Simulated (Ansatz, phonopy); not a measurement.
# PN (hypothetical, Fm-3m): a volume series of phonon spectra, part 4 of 4

Wanted: mode Grüneisen parameters of PN (hypothetical) and a free-energy fit over volumes. The crystal structure is hypothetical: it was made by swapping elements on a known structure type.

Ansatz 0.2.0; DFT PBE, scalar-relativistic, plane waves, PAW.

So far. Step 12 (Phonons, V/V0 1.03): The lowest solved frequency is -564 cm⁻¹, so the cell is unstable here at these settings (gap near zero, smearing on, k-mesh not tested) and gives no valid free energy. Step 13 (Single point at a scaled cell, V/V0 0.97): The run ends at a pressure of 5.84 GPa.

## (14) Lattice dynamics at this volume, V/V0 0.97

The same q-mesh and k-mesh are kept at every volume, so that much of their error can cancel in the differences.

input.yaml

```yaml
crystal:
  lattice:
    - [1.5230543675, 0.8793358491, 2.4871373672]
    - [-1.5230543675, 0.8793358491, 2.4871373672]
    - [0.0, -1.7586716981, 2.4871373672]
  atoms:
    - { symbol: P, position: [0.5, 0.5, 0.5] }
    - { symbol: "N", position: [0.0, 0.0, 0.0] }
kpoints:
  mp_grid: { grid: [16, 16, 16] }
hamiltonian:
  xc: pbe
scf:
  occupations: { method: gaussian, width: 0.02 }
output:
  eigenvalues: true
phonons:
  method: dfpt
  qmesh: [4, 4, 4]
  temperatures: { t_max: 1000, t_step: 50 }
  qpath:
    path:
      - [[0.0, 0.0, 0.0], [0.5, 0.5, 0.0], [0.625, 0.375, 0.0]]
      - [[0.375, 0.0, -0.375], [0.0, 0.0, 0.0], [0.5, 0.0, 0.0], [0.5, 0.25, -0.25], [0.5, 0.5, 0.0]]
    npoints: 10
```

Launch:

```bash
ansatz run input.yaml --threads 4 --pin off --max-ram 8192MiB --backend cpu --events-out ev --progress --plain --runs-dir out
```

Numbers of over 12 decimals in the logs are rounded to 6 here.

Output:

```text
[...]
Crystal: 2 atoms, lattice volume = 19.986 Å³
Basis set: ecut = 420 eV, 387 PW (Γ), exchange–correlation on 48×48×48 points (8 copies of the dense FFT grid, shifted against one another)
Bands: 9, of which v1, the nominal top of the filled ones, is band 5 counted from 1 (4 counted from 0)
Symmetry: 48 space group operations
k-points: 145 of 4096
[...]
Entropy (-TS):   -0.000128 eV (-0.064 meV/atom)
Fermi energy:    12.796629 eV
[...]
--- Band table (eV; the first three rows and the last of 145) ---
[...]
ASR residual: 1.689e-5 → 0.000e0 eV/Å²; symmetrization residual: 5.319e-7 eV/Å²
  ASR residual per site (eV/Å²): 7.64e-6 1.69e-5
  Γ frequencies (cm⁻¹): -559.67 -559.67 -559.67 0.00 0.00 0.00
--- Phonons (arbitrary-q DFPT): 8 irreducible q on the 4×4×4 mesh ---
[...]
interpolated dispersion: 62 rows × 6 modes
[...]
[key lines of the parts left out:]
SCF converged after 7 iterations
Free energy (F): -1137.381985 eV
```

Elapsed: 2.4 min, on 4 threads of Arm Neoverse V2, shared host; peak memory 2 GiB.

No LO-TO term. Phonon branches along the path, in cm⁻¹:

```csv
point,branch 1,branch 2,branch 3,branch 4,branch 5,branch 6
Γ,-560,-560,-560,0,0,0
halfway,-470,-470,65,180,180,393
X,-490,-490,-464,262,262,382
halfway,-471,-436,-402,260,278,382
U,-490,-299,-148,251,320,367
jump to K,-490,-299,-148,251,320,367
halfway,-404,-89,204,234,243,436
Γ,-560,-560,-560,0,0,0
halfway,-185,-185,171,171,208,413
L,113,113,302,302,323,492
halfway,-309,-300,234,278,287,431
W,-465,-465,233,285,330,330
halfway,-475,-453,-270,258,293,375
X,-490,-490,-464,262,262,382
```

The phonon branches as a text plot (rows in cm⁻¹):

```
    493 |                                    *******
    449 |                      **                   ***
    404 |      **    ***    ***             *          *       **
    359 |    **  ****   ****     *                      ** ****
    314 |                ** *                  ******* *******
    269 |         **************           *  **  ***************
    225 |       **          *  ** **        **      **** ***
    180 |   *  *                 *        * *
    135 |   ***            *     ****    * *     *
     90 |  * **                   ****    **   ** *         *
     45 | *    *                    **  **    *    *
      1 |*                            **
    -44 |                      *                   *
    -89 |   *                ** * **         *
   -134 |                 * *                       *
   -179 |       *                *          *                *
   -224 |                * *                         *
   -268 |        *                        *
   -313 |               ***       **       *          *
   -358 |  *      **                *                  *      *
   -403 |              **       **        *             *
   -448 |   ***     ****       *  ***    *               ********
   -492 | **   ****************     **   *                 ******
   -537 |**                          ****
         Γ           X  U|K            Γ         L        W     X
```

The lowest solved frequency is -560 cm⁻¹, so the cell is unstable here at these settings (gap near zero, smearing on, k-mesh not tested) and gives no valid free energy.

## (15) Single point at a scaled cell, V/V0 1.05

Symmetry fixes every atom, so a single point at the scaled cell gives the energy and pressure of this member.

The cell differs from the one that the last finished run ended in (a 3.046 → 3.128 Å, b 3.046 → 3.128 Å, c 3.046 → 3.128 Å).

input.yaml, the sections that differ from step 14:

```yaml
crystal:
  lattice:
    - [1.5638239215, 0.902874162, 2.553715107]
    - [-1.5638239215, 0.902874162, 2.553715107]
    - [0.0, -1.8057483241, 2.553715107]
  atoms:
    - { symbol: P, position: [0.5, 0.5, 0.5] }
    - { symbol: "N", position: [0.0, 0.0, 0.0] }
output:
  forces: true
  stress: true
  eigenvalues: true
# kpoints, hamiltonian, scf: as in step 14
# phonons: removed
```

Output:

```text
[...]
Internal energy: -1137.365980 eV  (E = F + TS)
E sigma→0 (E₀):  -1137.366013 eV
Entropy (-TS):   -0.000066 eV (-0.033 meV/atom)
Fermi energy:    11.232951 eV
[...]
--- Stress (GPa, compression-positive) ---
       -8.043714      -0.000000       0.000000
       -0.000000      -8.043714      -0.000000
        0.000000      -0.000000      -8.043714
  P = ⅓ Tr σ = -8.0437 GPa (-80.437 kbar)
--- Band table (eV; the first three rows and the last of 145) ---
[...]
[key lines of the parts left out:]
SCF converged after 6 iterations
Free energy (F): -1137.366046 eV
```

The job ended after 0.51 s (4 threads; peak memory 0.3 GiB).

The run ends at a pressure of -8.04 GPa.

## (16) Phonons, V/V0 1.05

Phonons at this volume give one point of F(V, T); meshes stay fixed along the series.

input.yaml

```yaml
crystal:
  lattice:
    - [1.5638241944, 0.9028743196, 2.5537142158]
    - [-1.5638241944, 0.9028743196, 2.5537142158]
    - [0.0, -1.8057486392, 2.5537142157]
  atoms:
    - { symbol: P, position: [0.5, 0.5, 0.5] }
    - { symbol: "N", position: [0.0, 0.0, 0.0] }
kpoints:
  mp_grid: { grid: [16, 16, 16] }
hamiltonian:
  xc: pbe
scf:
  occupations: { method: gaussian, width: 0.02 }
output:
  eigenvalues: true
phonons:
  method: dfpt
  qmesh: [4, 4, 4]
  temperatures: { t_max: 1000, t_step: 50 }
  qpath:
    path:
      - [[0.0, 0.0, 0.0], [0.5, 0.5, 0.0], [0.625, 0.375, 0.0]]
      - [[0.375, 0.0, -0.375], [0.0, 0.0, 0.0], [0.5, 0.0, 0.0], [0.5, 0.25, -0.25], [0.5, 0.5, 0.0]]
    npoints: 10
```

Output:

```text
[...]
Crystal: 2 atoms, lattice volume = 21.634 Å³
Basis set: ecut = 420 eV, 411 PW (Γ), exchange–correlation on 48×48×48 points (8 copies of the dense FFT grid, shifted against one another)
Bands: 9, of which v1, the nominal top of the filled ones, is band 5 counted from 1 (4 counted from 0)
Symmetry: 48 space group operations
k-points: 145 of 4096
[...]
Entropy (-TS):   -0.000066 eV (-0.033 meV/atom)
Fermi energy:    11.232952 eV
[...]
--- Band table (eV; the first three rows and the last of 145) ---
[...]
ASR residual: 6.463e-5 → 0.000e0 eV/Å²; symmetrization residual: 6.098e-7 eV/Å²
  ASR residual per site (eV/Å²): 4.73e-5 6.46e-5
  Γ frequencies (cm⁻¹): -565.67 -565.67 -565.67 0.00 0.00 0.00
--- Phonons (arbitrary-q DFPT): 8 irreducible q on the 4×4×4 mesh ---
[...]
interpolated dispersion: 62 rows × 6 modes
[...]
[key lines of the parts left out:]
SCF converged after 7 iterations
Free energy (F): -1137.366046 eV
```

It took 2.5 min on 4 threads; peak memory 2 GiB; 9.6 min of CPU time.

No LO-TO term. The phonon branches at the labelled points (cm⁻¹):

```csv
point,branch 1,branch 2,branch 3,branch 4,branch 5,branch 6
Γ,-566,-566,-566,0,0,0
halfway,-486,-486,-70,180,180,363
X,-493,-493,-490,253,253,359
halfway,-491,-444,-408,249,267,362
U,-498,-320,-160,234,297,354
jump to K,-498,-320,-160,234,297,354
halfway,-429,-111,192,210,217,411
Γ,-566,-566,-566,0,0,0
halfway,-222,-222,146,146,204,373
L,81,81,261,261,313,454
halfway,-315,-311,216,259,282,398
W,-479,-479,204,247,319,319
halfway,-491,-464,-284,236,287,358
X,-493,-493,-490,253,253,359
```

The phonon branches as a text plot (rows in cm⁻¹):

```
    460 |                                    *******
    416 |                      **                   ***
    372 |      **   ******* ***             *          **    ****
    329 |    **  ***       *     *               **      ****
    285 |              **** ***                **  ******   ***
    241 |        ***************           * ********************
    198 |      **               ****      * **      ***  ***
    154 |   ***            *      **        *
    111 |  *                     *  *    * *
     67 | **                         *  ****   ****
     23 | *  **                   ****  *
    -20 |*                            **
    -64 |      *                              *    *        *
   -108 |                    ****            *     *
   -151 |   *             * *     **                *
   -195 |       *                *                  *        *
   -238 |                * *                *        *
   -282 |        *
   -326 |               * *       **      **          *
   -369 |  *             *          *                  *      *
   -413 |         **   **       **        *             *
   -457 |    **     *  *       *  ***    *               * *****
   -500 | ***  ****************     *    *                *******
   -544 |**                          ****
         Γ           X  U|K            Γ         L        W     X
```

The lowest solved frequency is -566 cm⁻¹, so the cell is unstable here at these settings (gap near zero, smearing on, k-mesh not tested) and gives no valid free energy.

## (17) Mode Grüneisen parameters

This step: DFT PBE, scalar-relativistic, plane waves, PAW (phonopy 4.10.0).

Volume series, by row:

```csv
V/V0,V (Å³/atom),pressure (GPa),E - E0 (meV/atom),gap (eV),zero-point energy (meV/atom),lowest on the path (cm⁻¹),highest at Gamma without the LO-TO term (cm⁻¹)
0.97,9.993,5.837,5.522,0,-,-559.7,0
0.985,10.15,2.825,1.358,0,-,-561.4,0
1,10.3,-0.001,0,0,-,-562.6,0
1.015,10.46,-2.635,1.285,0,-,-563.6,0
1.03,10.61,-5.073,5.016,0,-,-564.5,0
1.05,10.82,-8.044,13.48,0,-,-565.7,0
```

The optical frequency at Gamma without the LO-TO term, mode 1 by V/V0:

```csv
V/V0,"optical frequency at Gamma without the LO-TO term, mode 1 (cm⁻¹)"
0.9700,-560
0.9850,-561
1.0000,-563
1.0150,-564
1.0300,-564
1.0500,-566
```

## (18) Outcome

| Quantity | Value |
| --- | --- |
| lowest frequency over the volumes | -566 cm⁻¹ |

**Reading.** The relaxation moved the crystal from R-3m to Fm-3m; the results are of the latter. Imaginary modes appear at V/V0 = 0.97, 0.985, 1, 1.015, 1.03 and 1.05, so too few stable volumes remain for a free-energy fit. Mode Grüneisen parameters diverge near a vanishing branch and are not given. The gap is near zero in part of this series and the runs use smearing, so partly filled states at the band edge can make or hide a soft mode on these k-meshes; denser meshes were not tried. The softest solved mode at V/V0 = 1.05 is 566i cm⁻¹ at q = (0, 0, 0), and 7 of 8 solved wavevectors carry a mode beyond 8i cm⁻¹.

[Logs are printed without paths, hosts, clocks, repeated set-up lines and the standing remarks that a program may print on its own settings, such as how far it seeks lower states.]

[Hosts, paths, dates, database ids (printed as entryN), source tags and the programs' standing remarks are cut or masked in the printed files.]

[A step with changed settings may run another functional than the one named; its input shows which.]

[Of the runs on displaced cells, only some may be shown.]
